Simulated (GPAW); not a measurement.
# LiNbO3 (R3c): G0W0 with GPAW, start to end

Aim: the G0W0 gap of LiNbO3 (R3c) on PBE, step by step.

Program: GPAW 26.7.0. Level of theory: PBE and many-body steps on it, plane waves. Results are calculated unless marked as measured.

Report form: the programs' logs are mostly left out.

### Step 1. Set-up

The structure is trigonal, space group R3c (No. 161). Conventional cell: a = 5.152 Å, b = 5.152 Å, c = 13.869 Å, α = 90.00°, β = 90.00°, γ = 120.00°. Nearest to Li lie 6 O at 2.07 to 2.24 Å. Nb has 6 O at 1.88 to 2.13 Å nearest. Nearest to O lie 2 Nb at 1.88 to 2.13 Å and 2 Li at 2.07 to 2.24 Å. Farther neighbours and most contacts between anions are not listed.

The cell and positions come from the Crystallography Open Database and are kept as given unless a step says otherwise.

### Step 2. Ground state

This step: GPAW 26.7.0; DFT, PBE, plane waves, PAW.

The ground-state density comes first.

run.py reads:

```python
import json
import numpy as np
from gpaw.mpi import world
from ase import Atoms
from gpaw import GPAW, PW, FermiDirac

atoms = Atoms(['Li', 'Li', 'Nb', 'Nb', 'O', 'O', 'O', 'O', 'O', 'O'],
    cell=[[2.5758000000, 1.4871388234, 4.6230000000],
      [-2.5758000000, 1.4871388234, 4.6230000000],
      [0.0000000000, -2.9742776468, 4.6230000000]],
    scaled_positions=[[0.2815000000, 0.2815000000, 0.2815000000],
      [0.7815000000, 0.7815000000, 0.7815000000],
      [0.0000550000, 0.0000550000, 0.0000550000],
      [0.5000550000, 0.5000550000, 0.5000550000],
      [0.1123100000, 0.3583600000, 0.7195900000],
      [0.7195900000, 0.1123100000, 0.3583600000],
      [0.3583600000, 0.7195900000, 0.1123100000],
      [0.2195900000, 0.8583600000, 0.6123100000],
      [0.8583600000, 0.6123100000, 0.2195900000],
      [0.6123100000, 0.2195900000, 0.8583600000]],
    pbc=(True, True, True))
calc = GPAW(mode=PW(600),
    xc='PBE',
    kpts={'size': (6, 6, 6), 'gamma': True},
    occupations=FermiDirac(0.001),
    nbands=-11,
    convergence={'density': 1e-6, 'bands': -3},
    maxiter=100,
    txt='gs.txt')
atoms.calc = calc
res = {'energy': atoms.get_potential_energy()}
kpts = calc.get_ibz_k_points()
res['kpts'] = kpts
res['eigenvalues'] = [calc.get_eigenvalues(kpt=k) for k in range(len(kpts))]
res['n_electrons'] = calc.get_number_of_electrons()
calc.write('gs.gpw')

if world.rank == 0:
    with open('result.json', 'w') as f:
        json.dump(res, f, default=lambda x: x.tolist())
```

Command:

```
mpirun -n 4 gpaw python run.py
```

Wall time 47 s (4 MPI ranks of Intel Xeon Platinum 8488C (Sapphire Rapids), shared host); peak memory 1.1 GiB; 3.1 min of CPU time.

Numbers from this step:

```
total energy               : -81.2486 eV
gap                        : 3.585 eV
k of the valence top       : 0.1667, 0.1667, 0.1667
k of the conduction bottom : 0.1667, 0.1667, 0
least direct gap           : 3.598 eV
```

The gap is indirect, with the least direct gap 0.013 eV higher.

### Step 3. Empty states on the mesh, 4×4×4 mesh, 251 bands

The sums over transitions need many empty states on a uniform mesh; this step solves for them.

run.py reads:

```python
import json
import numpy as np
from gpaw.mpi import world
from gpaw import GPAW

calc = GPAW('gs.gpw').fixed_density(kpts={'size': (4, 4, 4), 'gamma': True},
    nbands=292,
    convergence={'bands': 251},
    txt='nscf.txt')
calc.write('full.gpw', mode='all')
res = {}
kpts = calc.get_ibz_k_points()
res['kpts'] = kpts
res['eigenvalues'] = [calc.get_eigenvalues(kpt=k) for k in range(len(kpts))]
res['n_electrons'] = calc.get_number_of_electrons()

if world.rank == 0:
    with open('result.json', 'w') as f:
        json.dump(res, f, default=lambda x: x.tolist())
```

Command:

```
mpirun -n 4 gpaw python run.py
```

The job ended after 1.7 min (4 MPI ranks; peak memory 1.4 GiB).

This step gave:

- gap: 3.594 eV
- k of the valence top: 0, 0, 0
- k of the conduction bottom: 0.5, 0.25, 0
- least direct gap: 3.598 eV
- k points computed: 14
- lowest point of the top converged band, above the valence top: 86.2590 eV

On this mesh the gap is 3.594 eV.

### Step 4. Screening and self-energy, 4×4×4 mesh, 112 bands, screening to 60 eV

Now the one-shot GW correction: screening in the RPA, then the self-energy of the levels asked for.

This step: G0W0 on PBE, plane waves, PAW.

run.py reads:

```python
import json
import numpy as np
from gpaw.mpi import world
from gpaw.response.g0w0 import G0W0

gw = G0W0('full.gpw',
    filename='gw',
    kpts=[0, 9],
    bands=(30, 34),
    ecut=60,
    nbands=112,
    integrate_gamma='WS',
    ppa=True)
gw.calculate()
res = {mode: {k: v for k, v in r.items() if k != 'sigma_eskwn'}
       for mode, r in gw.all_results.items()}

if world.rank == 0:
    with open('result.json', 'w') as f:
        json.dump(res, f, default=lambda x: x.tolist())
```

Command:

```
mpirun -n 4 gpaw python run.py
```

It took 2.9 min on 4 MPI ranks; peak memory 2.6 GiB; 11 min of CPU time.

Numbers from this step:

```yaml
g0w0_gap_on_the_points_computed: 5.567 eV
least_direct_g0w0_gap_on_the_computed_points: 5.576 eV
z_at_the_valence_top: 0.7769
z_at_the_conduction_bottom: 0.8173
starting_gap_on_the_mesh: 3.594 eV
k_of_the_valence_top: 0, 0, 0
k_of_the_conduction_bottom: 0.5, 0.25, 0
```

The gap on the mesh goes from 3.59 eV to 5.57 eV, a correction of +1.97 eV.

Limits: finite bands, cutoff and mesh; no spin-orbit coupling. v1 is the top filled band, c1 the lowest empty one. Levels before and after the correction, in eV, zero at the valence-band top of each column:

```
           conduction bottom  valence top
Kohn-Sham               3.59         0.00
     G0W0               5.57         0.00
```

```
                     level  energy (eV)
Kohn-Sham          Γ v2-v1        0.000
Kohn-Sham          Γ c1-c2        3.598
Kohn-Sham  (0.5 0.25 0) v2       -0.301
Kohn-Sham  (0.5 0.25 0) v1       -0.109
Kohn-Sham  (0.5 0.25 0) c1        3.594
Kohn-Sham  (0.5 0.25 0) c2        4.073
     G0W0          Γ v2-v1        0.000
     G0W0          Γ c1-c2        5.576
     G0W0  (0.5 0.25 0) v2       -0.331
     G0W0  (0.5 0.25 0) v1       -0.142
     G0W0  (0.5 0.25 0) c1        5.567
     G0W0  (0.5 0.25 0) c2        6.075
```

### Step 5. Where the time went

Times are wall times on 4 MPI ranks of Intel Xeon Platinum 8488C (Sapphire Rapids), shared host, good to a factor of about two.

```csv
step,time,share,memory (GiB)
ground state,47 s,15 %,1.1
empty states on the mesh,1.7 min,32 %,1.4
screening and self-energy,2.9 min,54 %,2.6
```

### Step 6. What came out

- PBE gap: 3.58 eV, indirect (only 13 meV under the direct gap)
- G0W0 gap on the mesh: 5.57 eV
- GW settings: 4×4×4 mesh, 112 bands, screening to 60 eV, Godby-Needs plasmon pole
- known limits: not at the basis limit; no spin-orbit coupling

What this shows: G0W0 moves the gap on the mesh from 3.59 eV to 5.57 eV (+1.97 eV), with Z of 0.78 and 0.82 at the edges. Only 2 of the mesh's irreducible points were corrected, so a valley elsewhere could overtake. The dearest step here is «screening and self-energy». Bands and cutoff are finite, so the gap is not at the basis limit. The miss can reach some tenths of an eV and take either sign; the mesh is an error of its own. These stock PAW sets were not made for GW. In the G0W0 run levels were corrected at 2 k points alone, so a gap called «on the mesh» is the least over those, and an edge elsewhere would be missed. The many-body steps are scalar-relativistic: spin-orbit coupling is not in them.

[Paths, hosts, dates, memory and timing lines, banners, echoed tables and standing remarks are left out of the program output.]

[Logs are printed without paths, hosts, clocks, repeated set-up lines and the standing remarks that a program may print on its own settings, such as how far it seeks lower states.]

[Runs of the session that timed out or met a known fault of the program may be left out.]

[Hosts, paths, dates, database ids (printed as entryN), source tags and the programs' standing remarks are cut or masked in the printed files.]
